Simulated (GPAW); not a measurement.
# A 8-layer slab of K(100): work function by functional and basis, part 2 of 2

Wanted: work functions and dipole of a 8-layer slab of K(100), with the cost of each level.

GPAW 26.7.0; GPAW, PAW setups; slab in vacuum, relaxation (the session's first sound run).

So far, upper work function (eV): step 2 (relaxing the atoms, PBE, GPAW) 2.24; step 5 (self-consistent run: xc = "vdW-DF2", GPAW, PAW setups, GPAW) 2.56; step 6 (self-consistent run: xc = "revPBE") 2.16; step 7 (self-consistent run: xc = "RPBE") 2.17; step 8 (OptPBE vdW: xc = "optPBE-vdW", GPAW, PAW setups, GPAW) 2.42.

**9. Real-space grid: mode = "fd"**

A real-space grid is a second complete basis, so it checks the plane-wave result.

Input file run.py:

```python
import json
import numpy as np
from ase import Atoms
from gpaw import GPAW

slab = Atoms(
    ['K', 'K', 'K', 'K', 'K', 'K', 'K', 'K'],
    positions=[
        [2.61500, 2.61500, 7.00000],
        [0.00000, 0.00000, 9.61500],
        [2.61500, 2.61500, 12.23000],
        [0.00000, 0.00000, 14.84500],
        [2.61500, 2.61500, 17.46000],
        [0.00000, 0.00000, 20.07500],
        [2.61500, 2.61500, 22.69000],
        [0.00000, 0.00000, 25.30500]],
    cell=[[5.23, 0.0, 0.0], [0.0, 5.23, 0.0], [0.0, 0.0, 32.305]],
    pbc=[True, True, False])

slab.calc = GPAW(mode='fd', h=0.18, xc='PBE', kpts={'size': (6, 6, 1), 'gamma': True},
                 occupations={'name': 'fermi-dirac', 'width': 0.1}, nbands='160%',
                 convergence={'density': 1e-05}, maxiter=200,
                 poissonsolver={'dipolelayer': 'xy'},
                 symmetry={'tolerance': 1e-3}, txt='slab.txt')
result = {}
energy = slab.get_potential_energy()
fermi = slab.calc.get_fermi_level()
v = slab.calc.get_electrostatic_potential().mean((0, 1)) - fermi
n = slab.calc.get_pseudo_density().mean((0, 1))
L = slab.cell[2, 2]
z = np.arange(len(v)) * L / len(v)
low, high = slab.positions[:, 2].min(), slab.positions[:, 2].max()
below, above = np.interp([low - 4.8, high + 4.8], z, v)
slopes = [np.interp(x, z, np.gradient(v, z)) for x in (low - 4.8, high + 4.8)]
eps = np.array([[slab.calc.get_eigenvalues(k, s) for k in range(len(slab.calc.get_ibz_k_points()))]
                for s in range(slab.calc.get_number_of_spins())]) - fermi
top, bottom = eps[eps < 0].max(), eps[eps > 0].min()
dipole = slab.get_dipole_moment()[2]
print(f'energy {energy:.4f} eV, Fermi level {fermi:.4f} eV, dipole {dipole:.5f} e A')
print(f'potential 4.8 A off the faces, from the Fermi level: lower {below:.4f} eV, upper {above:.4f} eV')
print(f'slope of the potential there: lower {slopes[0]:.5f}, upper {slopes[1]:.5f} eV/A')
print(f'nearest levels on the mesh: {top:.4f} and {bottom:.4f} eV')
print('magnetic moment', round(slab.get_magnetic_moment(), 3))
result.update(energy=energy, fermi=fermi, dipole=dipole, below=below, above=above, slopes=slopes, edges=[top, bottom],
              z=z.tolist(), v=v.tolist(), n=n.tolist(), positions=slab.positions.tolist(),
              forces=slab.get_forces(apply_constraint=False).tolist(), moments=slab.get_magnetic_moments().tolist())
json.dump(result, open('result.json', 'w'))
```

Launch:

```sh
$ OMP_NUM_THREADS=1 OPENBLAS_NUM_THREADS=1 python run.py
```

Run time: 17 min. Hardware: 1 thread of Intel Xeon 6975P-C (Granite Rapids), shared host; peak memory 2.4 GiB.

This step gave:

* dipole along the normal: 3.28e-6 e·Å
* levels nearest the Fermi level on the mesh: -0.05261, 0.02163 eV from the Fermi level
* upper work function: 2.226 eV
* lower work function: 2.226 eV

The electrostatic potential energy of an electron (without an applied field's), less the Fermi level, planar mean oscillates, so the rows of the table below give means over windows of 2.6 Å about each position, cut where the curve ends. Its maxima inside the range that stand out by 2 % of the span (Å: eV): 8.3: 0.914, 10.9: 0.908, 13.6: 0.916, 16.2: 0.928, 18.8: 0.916, 21.4: 0.908, 24.0: 0.926. Its minima: 7.0: -4.81, 9.6: -4.63, 12.2: -4.64, 14.9: -4.60, 17.5: -4.63, 20.0: -4.56, 22.7: -4.63, 25.3: -4.81.

Table of electrostatic potential energy of an electron (without an applied field's), less the Fermi level, planar mean by z; means over each step:

```tsv
z (Å)	electrostatic potential energy of an electron (without an applied field's), less the Fermi level, planar mean (eV)
1.30	2.23
3.90	2.12
6.50	-0.977
9.10	-1.11
11.70	-1.11
14.30	-1.11
16.90	-1.11
19.50	-1.11
22.10	-1.10
24.70	-1.17
27.30	1.64
29.90	2.22
```

The upper face's work function is 2.226 eV, against 2.237 eV in the first plane-wave PBE run at this geometry.

**10. Atomic orbitals: mode = "lcao"**

Atom-centred orbitals end a few angstrom from the surface, which tests how much the density's tail matters.

run.py, as its differences from that of step 9:

```diff
@@ -19,4 +19,4 @@
 
-slab.calc = GPAW(mode='fd', h=0.18, xc='PBE', kpts={'size': (6, 6, 1), 'gamma': True},
-                 occupations={'name': 'fermi-dirac', 'width': 0.1}, nbands='160%',
+slab.calc = GPAW(mode='lcao', basis='dzp', h=0.18, xc='PBE', kpts={'size': (6, 6, 1), 'gamma': True},
+                 occupations={'name': 'fermi-dirac', 'width': 0.1}, nbands='120%',
                  convergence={'density': 1e-05}, maxiter=200,
```

Elapsed: 12 min, on 1 thread; peak memory 0.83 GiB.

Numbers from this step:

| Quantity | Value |
| --- | --- |
| dipole along the normal | 7.64e-7 e·Å |
| levels nearest the Fermi level on the mesh | -0.05670, 0.02097 eV from the Fermi level |
| upper work function | 2.222 eV |
| lower work function | 2.222 eV |

The upper face's work function is 2.222 eV, against 2.237 eV in the first plane-wave PBE run at this geometry.

**11. The ladder**

Times are for 1 thread of Intel Xeon 6975P-C (Granite Rapids), shared host. Results by setting:

```tsv
no.	run	upper work function (eV)	time	memory (GiB)
1	pw	2.237	2.6 min	0.5
2	LDA	2.359	2.9 min	0.5
3	vdW DF2	2.560	6.3 min	0.96
4	revPBE	2.156	2.6 min	0.51
5	RPBE	2.171	2.9 min	0.5
6	optPBE vdW	2.418	3.4 min	0.96
7	fd	2.226	17 min	2.4
8	lcao	2.222	12 min	0.83
```

**12. Side by side**

Results and costs are gathered.

This step: comparison of work functions, dipole and cost (GPAW 26.7.0).

Ladder, by row:

```tsv
step	code	work function, upper (eV)	work function, lower (eV)	dipole (e Å)	wall time (s)	peak memory (GiB)	threads
pw	GPAW	2.237	2.237	1.75e-5	156.2	0.5	1
LDA	GPAW	2.359	2.359	1.69e-6	177	0.5	1
vdW-DF2	GPAW	2.56	2.56	6.97e-5	375.7	0.96	1
revPBE	GPAW	2.156	2.156	-2.19e-5	154.7	0.51	1
RPBE	GPAW	2.171	2.171	2.77e-5	171.2	0.5	1
optPBE-vdW	GPAW	2.418	2.417	-5.00e-5	206.4	0.96	1
fd	GPAW	2.226	2.226	3.28e-6	1034	2.35	1
lcao	GPAW	2.222	2.222	7.64e-7	693.6	0.83	1
```

**13. Summary of results**

| Item | Value |
| --- | --- |
| work function, both faces | 2.24 eV |
| dipole along the normal | 1.7e-5 e Å, near the numerical noise |

What this shows: With plane waves and PBE the work function is 2.24 eV on the upper face and 2.24 eV on the lower. The measured value for polycrystalline K, which weights the faces of low work function, is 2.29 eV (as compiled in "Anisotropic work function of elemental crystals", 2019, arxiv:1902.07811); the relaxed upper face lies 0.053 eV under it with PBE, and PBE comes nearest (2.24 eV). Measured work functions scatter by a tenth of an eV or more between methods. Over the sound runs of the table the upper face's work function spans 2.156 (revPBE) to 2.560 eV (vdW-DF2). The in-plane lattice was kept as typed, which isn't the functional's own and leaves some strain; spin-orbit coupling and temperature are left out.

[Logs are printed without paths, hosts, clocks, repeated set-up lines and the standing remarks that a program may print on its own settings, such as how far it seeks lower states.]

[Hosts, paths, dates, database ids (printed as entryN), source tags and the programs' standing remarks are cut or masked in the printed files.]
